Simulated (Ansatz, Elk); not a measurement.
# Hf2Pt: X-ray structure factors from the self-consistent density, part 2 of 2

The structure of Hf2Pt used here is made up (a known structure type with other elements) and was relaxed beforehand with PBEsol. The aim is the Fourier transform of its all-electron density, F(hkl), set beside the sum over free spherical atoms that refinements use.

Elk 11.2.3 (patched build); all-electron DFT.

So far: The starting structure; Ground state and structure factors; The highest occupied states alone.

The structure was built from a prototype and need not be the compound's stable phase.

## (4) Another functional

Level of this step: DFT, LDA (Perdew-Wang), all-electron APW+lo, Dirac cores, scalar-relativistic bands, static density, no spin (Elk).

The difference from free atoms is small, so it is set against the change that LDA (Perdew-Wang) makes.

Input file elk.in:

```
tasks
  0
  195

xctype
  3

spinpol
  .false.

rgkmax
  7.0

gmaxvr
  14.0

lmaxo
  7

lmaxapw
  8

swidth
  0.002

tshift
  .false.

ramdisk
  .false.

hmaxvr
  5.5

maxscl
  120

epspot
  1e-06

sppath
  './'

avec
  0.00000000000 6.03429116536 6.03429116536
  6.03429116536 -0.00000000000 6.03429116536
  6.03429116536 6.03429116536 -0.00000000000

atoms
  2
  'Pt.in'
  1
  0.0000000000 -0.0000000000 -0.0000000000   0.000000 0.000000 0.000000
  'Hf.in'
  2
  0.7500000000 0.7500000000 0.7500000000   0.000000 0.000000 0.000000
  0.2500000000 0.2500000000 0.2500000000   0.000000 0.000000 0.000000

ngridk
  6 6 6
```

Run with:

```sh
> OMP_NUM_THREADS=4 elk
```

Numbers of over 12 decimals in the logs are rounded to 6 here.

The log of the run:

```text
┌─────────────────────────┐
│ Elk code version 11.2.3 │
└─────────────────────────┘

All units are atomic (Hartree, Bohr, etc.)

┌─────────────────────────────────────────────────┐
│ Ground-state run starting from atomic densities │
└─────────────────────────────────────────────────┘

Lattice vectors :
   0.000000000       6.034291165       6.034291165
   6.034291165      -0.000000000       6.034291165
   6.034291165       6.034291165      -0.000000000

Reciprocal lattice vectors :
 -0.5206233122      0.5206233122      0.5206233122
[...]
muffin-tins (core leakage)
  species : 1 (Pt)
[...]
species : 2 (Hf)
   atom 1                    :    69.90241485     ( -0.3234530190E-05)
   atom 2                    :    69.90241485     ( -0.3234530190E-05)
 total in muffin-tins        :    216.8703411
 total calculated charge     :    221.9993761
 total charge                :    222.0000000
 error                       :   0.6238909618E-03

┌──────────────────────────────┐
│ Self-consistent loop stopped │
└──────────────────────────────┘

Warning : core states of species 1 leak from the muffin-tin :   0.4717165494E-03

Wrote STATE.OUT
[key lines of the parts left out:]
total energy                :     -48614.095471026
```

The job ended after 12 s (4 threads of Arm Neoverse V1, shared host; peak memory 0.19 GiB; 31 s of CPU time).

Against the first run R = 0.01 %; the largest change is -0.033 at 400.

## (5) A coarser k-mesh

About half the k-points along each axis test the sampling.

Edit elk.in of step 4 so:

```diff
@@ -5,3 +5,3 @@
 xctype
-  3
+  20
 
@@ -59,2 +59,2 @@
 ngridk
-  6 6 6
+  3 3 3
```

Run with:

```sh
> OMP_NUM_THREADS=4 elk
```

The log of the run:

```text
┌─────────────────────────┐
│ Elk code version 11.2.3 │
└─────────────────────────┘

All units are atomic (Hartree, Bohr, etc.)

┌─────────────────────────────────────────────────┐
│ Ground-state run starting from atomic densities │
└─────────────────────────────────────────────────┘

Lattice vectors :
   0.000000000       6.034291165       6.034291165
   6.034291165      -0.000000000       6.034291165
   6.034291165       6.034291165      -0.000000000

Reciprocal lattice vectors :
 -0.5206233122      0.5206233122      0.5206233122
[...]
muffin-tins (core leakage)
  species : 1 (Pt)
[...]
species : 2 (Hf)
   atom 1                    :    69.86916650     (  0.1381148451E-05)
   atom 2                    :    69.86916650     (  0.1381148451E-05)
 total in muffin-tins        :    216.8103037
 total calculated charge     :    221.9994077
 total charge                :    222.0000000
 error                       :   0.5923345027E-03

┌──────────────────────────────┐
│ Self-consistent loop stopped │
└──────────────────────────────┘

Warning : core states of species 1 leak from the muffin-tin :   0.4790732876E-03

Wrote STATE.OUT
[key lines of the parts left out:]
total energy                :     -48642.397495266
```

It took 15 s on 4 threads; peak memory 0.19 GiB.

Against the first run R = 0.01 %; the largest change is -0.026 at 600.

## (6) Basis size

The basis and the expansions that go with it are enlarged, to see whether the differences are converged.

Edit elk.in of step 5 so:

```diff
@@ -11,12 +11,12 @@
 rgkmax
-  7.0
+  8.5
 
 gmaxvr
-  14.0
+  18.0
 
 lmaxo
-  7
+  9
 
 lmaxapw
-  8
+  10
 
@@ -59,2 +59,2 @@
 ngridk
-  3 3 3
+  6 6 6
```

Run with:

```sh
> OMP_NUM_THREADS=4 elk
```

The log of the run:

```text
┌─────────────────────────┐
│ Elk code version 11.2.3 │
└─────────────────────────┘

All units are atomic (Hartree, Bohr, etc.)

┌─────────────────────────────────────────────────┐
│ Ground-state run starting from atomic densities │
└─────────────────────────────────────────────────┘

Lattice vectors :
   0.000000000       6.034291165       6.034291165
   6.034291165      -0.000000000       6.034291165
   6.034291165       6.034291165      -0.000000000

Reciprocal lattice vectors :
 -0.5206233122      0.5206233122      0.5206233122
[...]
muffin-tins (core leakage)
  species : 1 (Pt)
[...]
species : 2 (Hf)
   atom 1                    :    69.88599410     (  0.1376200181E-05)
   atom 2                    :    69.88599410     (  0.1376200181E-05)
 total in muffin-tins        :    216.8542317
 total calculated charge     :    221.9994245
 total charge                :    222.0000000
 error                       :   0.5755273489E-03

┌──────────────────────────────┐
│ Self-consistent loop stopped │
└──────────────────────────────┘

Warning : core states of species 1 leak from the muffin-tin :   0.4791838290E-03

Wrote STATE.OUT
[key lines of the parts left out:]
total energy                :     -48642.444160727
```

Elapsed: 45 s, on 4 threads; peak memory 0.39 GiB; 1.9 min of CPU time.

Against the first run R = 0.00 %; the largest change is -0.023 at 422.

## (7) Settings against the effect

| run | R against the first run (%) | R against neutral atoms, low angle (%) | wall time |
| --- | --- | --- | --- |
| PBE, rgkmax 7 | 0.00 | 0.39 | 22 s |
| LDA (Perdew-Wang) | 0.01 | 0.39 | 12 s |
| k-mesh 3×3×3 | 0.01 | 0.39 | 15 s |
| rgkmax 8.5 with larger expansions | 0.00 | 0.38 | 45 s |

## (8) Summary of results

```
R against neutral atoms, sin θ/λ < 0.3 Å⁻¹ : 0.39 %
R against neutral atoms, 0.3 to 0.81 Å⁻¹   : 0.20 %
```

What this shows: Independent neutral atoms miss the calculated amplitudes by R = 0.39 % below 0.3 Å⁻¹ and 0.20 % from there to 0.81 Å⁻¹; by shells, 0.04 % below 0.15 Å⁻¹ (1 form), 0.44 % 0.15 to 0.3 (4 forms), 0.07 % 0.3 to 0.45 (7 forms), 0.22 % above 0.45 (40 forms). Bonding, aspherical density and the tables' own atoms all enter these figures, and the runs don't part them. The largest change of an amplitude is -0.73 electrons, at 220. The window's part falls from 18.0 electrons at the origin to at most 0.25 between 0.45 and 0.81 Å⁻¹. Below 0.3 Å⁻¹ the changes that finished (LDA (Perdew-Wang), k-mesh 3×3×3 and rgkmax 8.5 with larger expansions) move F by R = 0.01 % at most, against the 0.39 % that separates it from free atoms. Spin-orbit coupling is left out, which can matter for elements this heavy. Part of the difference isn't bonding: the tables are fits to free atoms and ions calculated by other methods than this functional. Thermal motion, anomalous dispersion and extinction are left out.

[Logs are printed without paths, hosts, clocks, repeated set-up lines and the standing remarks that a program may print on its own settings, such as how far it seeks lower states.]

[Hosts, paths, dates, database ids (printed as entryN), source tags and the programs' standing remarks are cut or masked in the printed files.]
